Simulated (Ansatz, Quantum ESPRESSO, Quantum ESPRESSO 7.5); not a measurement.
# Conductance against width: vacuum gaps between two V(110) faces

How fast does transmission decay with width? The series: vacuum gaps between two V(110) faces.

Main program and level: Quantum ESPRESSO 7.5; plane-wave DFT, PBE, GBRV ultrasoft pseudopotentials (cross-check by Ansatz 0.2.0 with PAW datasets).

## (1) The system as given

The cell holds 16 atoms: 16 V. Its edges and angles: a = 2.990 Å, b = 2.589 Å, c = 35.714 Å, α = 90.0°, β = 90.0°, γ = 54.7°. It derives from V. Regions: left lead, 8 atoms (8 V); right lead, 8 atoms (8 V). The structure is stacked, and the current runs, along c.

Coordinates:

```cif
data_structure
_symmetry_space_group_name_H-M 'P 1'
_symmetry_Int_Tables_number 1
_cell_length_a 2.9900
_cell_length_b 2.5894
_cell_length_c 35.7137
_cell_angle_alpha 90.000
_cell_angle_beta 90.000
_cell_angle_gamma 54.736
_cell_volume 225.77
loop_
_atom_site_label
_atom_site_type_symbol
_atom_site_fract_x
_atom_site_fract_y
_atom_site_fract_z
_atom_site_occupancy
V1 V 0.00000 0.00000 0.00000 1
V2 V 0.50000 0.00000 0.05920 1
V3 V 0.00000 0.00000 0.11840 1
V4 V 0.50000 0.00000 0.17760 1
V5 V 0.00000 0.00000 0.23680 1
V6 V 0.50000 0.00000 0.29600 1
V7 V 0.00000 0.00000 0.35520 1
V8 V 0.50000 0.00000 0.41440 1
V9 V 0.00000 0.00000 0.52640 1
V10 V 0.50000 0.00000 0.58560 1
V11 V 0.00000 0.00000 0.64480 1
V12 V 0.50000 0.00000 0.70400 1
V13 V 0.00000 0.00000 0.76320 1
V14 V 0.50000 0.00000 0.82240 1
V15 V 0.00000 0.00000 0.88160 1
V16 V 0.50000 0.00000 0.94080 1
```

## (2) SCF with pw.x, 4 Å

One periodic cell holds a lead period, the junction and more lead; the atoms stay as built.

j0.scf.in

```
&control
  prefix = 'j0.scf'
  outdir = './out'
  pseudo_dir = './pseudo'
  calculation = 'scf'
  tprnfor = .true.
/
&system
  ibrav = 0
  nat = 16
  ntyp = 1
  ecutwfc = 40
  ecutrho = 200
  occupations = 'smearing'
  smearing = 'mv'
  degauss = 0.01
/
&electrons
  conv_thr = 1e-07
  mixing_beta = 0.25
  electron_maxstep = 120
  mixing_mode = 'local-TF'
/
ATOMIC_SPECIES
  V   50.9415  v_pbe_v1.4.uspp.F.UPF
CELL_PARAMETERS angstrom
  2.99000000000000 0.00000000000000 0.00000000000000
  1.49500000000000 2.11424927574778 0.00000000000000
  0.00000000000000 0.00000000000000 35.71373913621666
ATOMIC_POSITIONS crystal
  V   0.000000000000 0.000000000000 0.000000000000
  V   0.500000000000 0.000000000000 0.059199885727
  V   0.000000000000 0.000000000000 0.118399771454
  V   0.500000000000 0.000000000000 0.177599657181
  V   0.000000000000 0.000000000000 0.236799542908
  V   0.500000000000 0.000000000000 0.295999428635
  V   0.000000000000 0.000000000000 0.355199314362
  V   0.500000000000 0.000000000000 0.414399200089
  V   0.000000000000 0.000000000000 0.526400914184
  V   0.500000000000 0.000000000000 0.585600799911
  V   0.000000000000 0.000000000000 0.644800685638
  V   0.500000000000 0.000000000000 0.704000571365
  V   0.000000000000 0.000000000000 0.763200457092
  V   0.500000000000 0.000000000000 0.822400342819
  V   0.000000000000 0.000000000000 0.881600228546
  V   0.500000000000 0.000000000000 0.940800114273
K_POINTS automatic
  10 11 1 0 0 0
```

Command:

```bash
$ OMP_NUM_THREADS=1 mpirun -n 4 pw.x -nk 4 -in j0.scf.in > j0.scf.out
```

Standard output:

```text
Program PWSCF v.7.5 starts

     Parallel version (MPI & OpenMP), running on       4 processor cores
     Number of MPI processes:                 4
     Threads/MPI process:                     1

     MPI processes distributed on     1 nodes

     Current dimensions of program PWSCF are:
     Max number of different atomic species (ntypx) = 10
     Max number of k-points (npk) =  40000
     Max angular momentum in pseudopotentials (lmaxx) =  4
     Message from routine setup:
     using ibrav=0 with symmetry is DISCOURAGED, use correct ibrav instead

     K-points division:     npool     =       4
     Subspace diagonalization in iterative solution of the eigenvalue problem:
     a serial algorithm will be used

     G-vector sticks info
     --------------------
     sticks:   dense  smooth     PW     G-vecs:    dense   smooth      PW
     Sum         353     283     99                72351    52013   11085

     Using Slab Decomposition

     bravais-lattice index     =            0
     lattice parameter (alat)  =       5.6503  a.u.
     unit-cell volume          =    1523.5591 (a.u.)^3
     number of atoms/cell      =           16
     number of atomic types    =            1
     number of electrons       =       208.00
     number of Kohn-Sham states=          125
     kinetic-energy cutoff     =      40.0000  Ry
     charge density cutoff     =     200.0000  Ry
     scf convergence threshold =      1.0E-07
     mixing beta               =       0.2500
     number of iterations used =            8  local-TF  mixing
     Exchange-correlation=  SLA  PW   PBX  PBC
                           (   1   4   3   4   0   0   0)

     celldm(1)=   5.650281  celldm(2)=   0.000000  celldm(3)=   0.000000
     celldm(4)=   0.000000  celldm(5)=   0.000000  celldm(6)=   0.000000

     crystal axes: (cart. coord. in units of alat)
               a(1) = (   1.000000   0.000000   0.000000 )
               a(2) = (   0.500000   0.707107   0.000000 )
               a(3) = (   0.000000   0.000000  11.944394 )

     reciprocal axes: (cart. coord. in units 2 pi/alat)
               b(1) = (  1.000000 -0.707107  0.000000 )
               b(2) = (  0.000000  1.414214  0.000000 )
               b(3) = (  0.000000  0.000000  0.083721 )

     PseudoPot. # 1 for V  read from file:
     ./pseudo/v_pbe_v1.4.uspp.F.UPF
     Pseudo is Ultrasoft + core correction, Zval = 13.0
     Generated by new atomic code, or converted to UPF format
     Using radial grid of  853 points,  6 beta functions with:
                l(1) =   0
                l(2) =   0
                l(3) =   1
                l(4) =   1
                l(5) =   2
                l(6) =   2
     Q(r) pseudized with  8 coefficients,  rinner =    1.100   1.100   1.100
                                                       1.100   1.100

     atomic species   valence    mass     pseudopotential
     V                13.00    50.94150     V ( 1.00)

      4 Sym. Ops. (no inversion) found

   Cartesian axes

     site n.     atom                  positions (alat units)
         1        V      tau(   1) = (   0.0000000   0.0000000   0.0000000  )
         2        V      tau(   2) = (   0.5000000   0.0000000   0.7071068  )
         3        V      tau(   3) = (   0.0000000   0.0000000   1.4142136  )
         4        V      tau(   4) = (   0.5000000   0.0000000   2.1213203  )
         5        V      tau(   5) = (   0.0000000   0.0000000   2.8284271  )
         6        V      tau(   6) = (   0.5000000   0.0000000   3.5355339  )
         7        V      tau(   7) = (   0.0000000   0.0000000   4.2426407  )
         8        V      tau(   8) = (   0.5000000   0.0000000   4.9497475  )
         9        V      tau(   9) = (   0.0000000   0.0000000   6.2875401  )
        10        V      tau(  10) = (   0.5000000   0.0000000   6.9946469  )
        11        V      tau(  11) = (   0.0000000   0.0000000   7.7017537  )
        12        V      tau(  12) = (   0.5000000   0.0000000   8.4088605  )
        13        V      tau(  13) = (   0.0000000   0.0000000   9.1159672  )
        14        V      tau(  14) = (   0.5000000   0.0000000   9.8230740  )
        15        V      tau(  15) = (   0.0000000   0.0000000  10.5301808  )
        16        V      tau(  16) = (   0.5000000   0.0000000  11.2372876  )

     number of k points=    56  Marzari-Vanderbilt smearing, width (Ry)=  0.0100
                       cart. coord. in units 2pi/alat
        k(    1) = (   0.0000000   0.0000000   0.0000000), wk =   0.0181818
        k(    2) = (   0.0000000   0.1285649   0.0000000), wk =   0.0363636
        k(    3) = (   0.0000000   0.2571297   0.0000000), wk =   0.0363636
        k(    4) = (   0.0000000   0.3856946   0.0000000), wk =   0.0363636
        k(    5) = (   0.0000000   0.5142595   0.0000000), wk =   0.0363636
        k(    6) = (   0.0000000   0.6428243   0.0000000), wk =   0.0363636
        k(    7) = (   0.1000000  -0.0707107   0.0000000), wk =   0.0363636
        k(    8) = (   0.1000000   0.0578542   0.0000000), wk =   0.0363636
        k(    9) = (   0.1000000   0.1864191   0.0000000), wk =   0.0363636
        k(   10) = (   0.1000000   0.3149839   0.0000000), wk =   0.0363636
[...]
k(   56) = (  -0.5000000   0.9963777   0.0000000), wk =   0.0363636

     Dense  grid:    72351 G-vectors     FFT dimensions: (  25,  24, 320)

     Smooth grid:    52013 G-vectors     FFT dimensions: (  24,  20, 288)

     Estimated max dynamical RAM per process >     336.98 MB

     Estimated total dynamical RAM >       1.26 GB

     Check: negative core charge=   -0.000008

     Initial potential from superposition of free atoms

     starting charge     207.9804, renormalised to     208.0000

     negative rho (up, down):  1.137E-02 0.000E+00
     Starting wfcs are  160 randomized atomic wfcs

     total cpu time spent up to now is       13.6 secs

     per-process dynamical memory:   258.9 Mb

     Self-consistent Calculation

     iteration #  1     ecut=    40.00 Ry     beta= 0.25
     Davidson diagonalization with overlap
     ethr =  1.00E-02,  avg # of iterations =  2.8

     negative rho (up, down):  1.317E-02 0.000E+00

     total cpu time spent up to now is       48.1 secs

     total energy              =   -2321.13697150 Ry
     estimated scf accuracy    <      61.75352898 Ry

     iteration #  2     ecut=    40.00 Ry     beta= 0.25

     total energy              =   -2321.13034283 Ry
     estimated scf accuracy    <       5.14503421 Ry

     iteration #  3     ecut=    40.00 Ry     beta= 0.25

     total energy              =   -2321.00369303 Ry
[...]
-21.7658 -21.7490 -21.7489 -21.6802 -21.6087 -21.5989 -21.5838 -21.5831
   -21.5750 -21.5606 -21.5439 -21.5223 -21.5119 -21.4935 -21.4648 -21.4409
   -21.4345 -21.4120 -21.4082 -21.4043 -21.3776 -21.3765 -21.3510 -21.3475
   -21.3416 -21.3416 -21.3327 -21.3326 -21.3310 -21.3309 -21.3283 -21.3272
   -21.3253 -21.3253 -21.3245 -21.3239 -21.3080 -21.3029 -21.2978 -21.2799
     9.4775   9.5867   9.7384   9.9931  10.2226  10.6209  10.8951  11.3891
    11.6399  12.1177  12.2803  12.5762  12.6437  12.7350  12.7475  12.7547
    14.4374  14.8562  14.8772  14.9179  14.9812  15.0677  15.1760  15.2936
    15.4246  15.5515  15.5584  15.5764  15.6546  15.6847  15.6964  15.7382
    15.8251  15.8286  15.9374  15.9507  15.9575  16.0132  16.0214  16.0549
    16.0655  16.0679  16.0762  16.0972  16.1045  16.1052  16.1997  16.2003
    16.2278  16.3621  16.3679  16.4550  16.6435  16.8966  17.0115  17.1789
    17.2109  17.2464  17.3044  17.3126  17.3396

          k = 0.0000 0.2571 0.0000 (  6524 PWs)   bands (ev):

   -48.1519 -48.1518 -47.9278 -47.9275 -47.9172 -47.9066 -47.8901 -47.8711
   -47.8533 -47.8331 -47.8126 -47.7935 -47.7731 -47.7563 -47.7455 -47.7388
   -22.2081 -22.2068 -22.0976 -22.0650 -22.0188 -21.9636 -21.9011 -21.8311
   -21.8186 -21.8185 -21.7814 -21.7720 -21.7465 -21.6811 -21.6575 -21.6481
   -21.6328 -21.6200 -21.6152 -21.5927 -21.5796 -21.5719 -21.5695 -21.5629
   -21.5566 -21.5517 -21.5489 -21.5331 -21.5017 -21.4818 -21.4818 -21.4741
   -21.4710 -21.4704 -21.4694 -21.4673 -21.4642 -21.4619 -21.4415 -21.4384
   -21.4116 -21.3947 -21.3871 -21.3706 -21.3601 -21.3457 -21.3055 -21.2810
    10.3942  10.4946  10.6358  10.8663  11.0786  11.4316  11.6834  12.1113
    12.3399  12.7556  12.8989  13.1733  13.2099  13.2665  13.2731  13.2903
    14.5437  14.8508  14.8540  14.8933  14.9276  14.9667  15.1186  15.3883
    15.5909  15.6288  15.6395  15.6524  15.6760  15.7034  15.7389  15.7795
    15.8326  15.8719  15.9015  15.9112  15.9286  15.9568  15.9717  15.9895
    15.9920  16.0760  16.0858  16.0907  16.1174  16.1732  16.1760  16.1859
    16.3285  16.4701  16.4819  16.4989  16.5960  16.6043  16.7037  16.8488
    16.9529  16.9631  16.9772  16.9909  17.0164

          k = 0.0000 0.3857 0.0000 (  6564 PWs)   bands (ev):

   -48.1026 -48.1026 -47.8750 -47.8749 -47.8617 -47.8522 -47.8372 -47.8201
   -47.8041 -47.7857 -47.7670 -47.7496 -47.7307 -47.7154 -47.7056 -47.6995
   -22.1497 -22.1487 -22.0185 -21.9937 -21.9919 -21.9908 -21.9574 -21.9170
   -21.9088 -21.9087 -21.8752 -21.8400 -21.8192 -21.8055 -21.8036 -21.7994
   -21.7933 -21.7856 -21.7841 -21.7528 -21.7427 -21.7263 -21.7220 -21.7220
   -21.7074 -21.6837 -21.6527 -21.6484 -21.6458 -21.6431 -21.6427 -21.6388
   -21.6215 -21.6182 -21.5886 -21.5723 -21.5559 -21.5257 -21.5147 -21.4946
   -21.4691 -21.4558 -21.4518 -21.4408 -21.3973 -21.3451 -21.3057 -21.2825
    11.5887  11.6769  11.8038  11.9962  12.1815  12.4479  12.6521  12.9197
    13.0860  13.2861  13.3874  13.4333  13.4690  13.4851  13.5206  13.5489
    13.8754  13.8938  13.9456  14.0918  14.1551  14.4508  14.4850  14.8965
    14.9081  15.2188  15.2572  15.2899  15.3205  15.4047  15.4977  15.5487
    15.5689  15.6262  15.6555  15.7144  15.7714  16.0178  16.2048  16.2709
    16.4812  16.5241  16.6477  16.6948  16.7121  16.7749  16.8051  16.8217
    16.8467  16.8468  16.8839  16.8864  16.8869  16.9032  16.9921  17.1579
    17.1678  17.1989  17.2381  17.2680  17.3814

          k = 0.0000 0.5143 0.0000 (  6590 PWs)   bands (ev):

   -48.0572 -48.0571 -47.8267 -47.8267 -47.8098 -47.8016 -47.7880 -47.7726
   -47.7585 -47.7418 -47.7248 -47.7089 -47.6915 -47.6775 -47.6687 -47.6632
   -22.2026 -22.2025 -22.0857 -22.0847 -22.0391 -22.0360 -22.0277 -22.0168
   -21.9988 -21.9907 -21.9906 -21.9775 -21.9570 -21.9439 -21.9365 -21.9224
   -21.9163 -21.8992 -21.8985 -21.8392 -21.8355 -21.8342 -21.8284 -21.8110
   -21.7993 -21.7967 -21.7910 -21.7876 -21.7663 -21.7516 -21.7342 -21.7016
   -21.6979 -21.6675 -21.6383 -21.6335 -21.6022 -21.5750 -21.5700 -21.5436
   -21.5256 -21.5141 -21.5111 -21.4514 -21.3937 -21.3434 -21.3059 -21.2840
    12.3878  12.4697  12.5898  12.7594  12.9276  13.0784  13.1195  13.1276
    13.1395  13.1700  13.2044  13.2232  13.2813  13.2825  13.3282  13.3786
    13.3874  13.4429  13.4531  13.5016  13.6394  13.8374  13.9589  14.2279
    14.3872  14.7136  14.8451  14.9151  14.9234  15.0497  15.2324  15.2752
    15.4594  15.4821  15.7474  15.8271  15.9871  16.0592  16.2319  16.4238
    16.7883  16.9045  17.0464  17.0906  17.1717  17.1850  17.2090  17.3630
    17.3677  17.5360  17.5419  17.5579  17.7474  17.8226  17.8672  17.9193
    18.0013  18.0309  18.0685  18.1642  18.1947

          k = 0.0000 0.6428 0.0000 (  6524 PWs)   bands (ev):

   -48.0301 -48.0300 -47.7981 -47.7981 -47.7787 -47.7712 -47.7585 -47.7442
   -47.7312 -47.7155 -47.6995 -47.6846 -47.6680 -47.6548 -47.6466 -47.6415
   -22.3191 -22.3188 -22.1726 -22.1655 -22.1526 -22.1377 -22.1160 -22.0888
   -22.0620 -22.0537 -22.0528 -22.0390 -22.0388 -22.0301 -22.0005 -21.9722
   -21.9440 -21.9202 -21.9062 -21.8946 -21.8919 -21.8900 -21.8789 -21.8718
   -21.8609 -21.8402 -21.8388 -21.8149 -21.7979 -21.7821 -21.7488 -21.7486
   -21.7140 -21.6903 -21.6792 -21.6472 -21.6301 -21.6145 -21.5874 -21.5690
   -21.5677 -21.5573 -21.5052 -21.4471 -21.3911 -21.3422 -21.3060 -21.2849
    12.5416  12.6187  12.7320  12.7538  12.7573  12.8084  12.8153  12.8883
    12.8952  12.9075  13.0022  13.0454  13.0498  13.1323  13.2061  13.2333
    13.2739  13.3605  13.3672  13.4409  13.4474  13.4723  13.6922  14.0092
    14.3057  14.6339  14.7034  14.7157  14.8477  15.0391  15.0493  15.2766
    15.5189  15.5806  15.8940  15.9108  16.3038  16.4195  16.7017  16.7874
    17.1191  17.1529  17.2468  17.3145  17.3189  17.4239  17.5015  17.5835
    17.6238  17.6312  17.7073  17.8511  17.8689  18.0295  18.0445  18.1380
    18.2697  18.4550  18.5444  18.7888  18.8515

[...]
the Fermi energy is    15.7162 ev

!    total energy              =   -2321.07753058 Ry
     estimated scf accuracy    <       0.00000004 Ry
     smearing contrib. (-TS)   =       0.00252314 Ry
     internal energy E=F+TS    =   -2321.08005371 Ry

     The total energy is F=E-TS. E is the sum of the following terms:
     one-electron contribution =   -1524.68575981 Ry
     hartree contribution      =     854.35150145 Ry
     xc contribution           =    -314.18534426 Ry
     ewald contribution        =   -1336.56045109 Ry

     convergence has been achieved in  17 iterations

     negative rho (up, down):  1.818E-02 0.000E+00

     Forces acting on atoms (cartesian axes, Ry/au):

     atom    1 type  1   force =     0.00000000   -0.00000000    0.00015021
     atom    2 type  1   force =     0.00000000    0.00000000    0.00068861
     atom    3 type  1   force =     0.00000000    0.00000000   -0.00167729
     atom    4 type  1   force =     0.00000000    0.00000000    0.00060613
     atom    5 type  1   force =     0.00000000    0.00000000    0.00074803
     atom    6 type  1   force =     0.00000000    0.00000000    0.00304581
     atom    7 type  1   force =     0.00000000    0.00000000    0.00831051
     atom    8 type  1   force =     0.00000000    0.00000000    0.01047805
     atom    9 type  1   force =     0.00000000    0.00000000   -0.01047663
     atom   10 type  1   force =     0.00000000    0.00000000   -0.00831040
     atom   11 type  1   force =     0.00000000    0.00000000   -0.00304604
     atom   12 type  1   force =     0.00000000    0.00000000   -0.00074824
     atom   13 type  1   force =     0.00000000    0.00000000   -0.00060685
     atom   14 type  1   force =     0.00000000   -0.00000000    0.00167711
     atom   15 type  1   force =     0.00000000    0.00000000   -0.00068869
     atom   16 type  1   force =     0.00000000    0.00000000   -0.00015034

     Total force =     0.019614     Total SCF correction =     0.001268

=------------------------------------------------------------------------------=
   JOB DONE.
=------------------------------------------------------------------------------=
```

It took 9.2 min on 4 MPI ranks of Arm Neoverse V1, shared host; peak memory 1.4 GiB.

This step gave:

| Quantity | Value |
| --- | --- |
| free energy | -31579.8686 eV |
| Fermi energy | 15.72 eV |

The run needed 17 iterations to bring the estimated error under 1e-07 Ry; the largest force on any atom, held or free, is 0.27 eV/Å.

[end of part 1 of 5]

[Long decimals in the printed logs are rounded to 6 places.]

[Repeated lines of the later SCF iterations (solver, time, negative density, dipole) and banner, clock, host and MPI lines are left out of these logs without a mark at each place.]

[Logs are printed without paths, hosts, clocks, repeated set-up lines and the standing remarks that a program may print on its own settings, such as how far it seeks lower states.]

[Hosts, paths, dates, database ids (printed as entryN), source tags and the programs' standing remarks are cut or masked in the printed files.]

[Maps of the electrostatic potential energy from Ansatz leave out the sawtooth potential of an applied field or a dipole correction, so their vacuum need not be flat; planar profiles and work functions include it.]
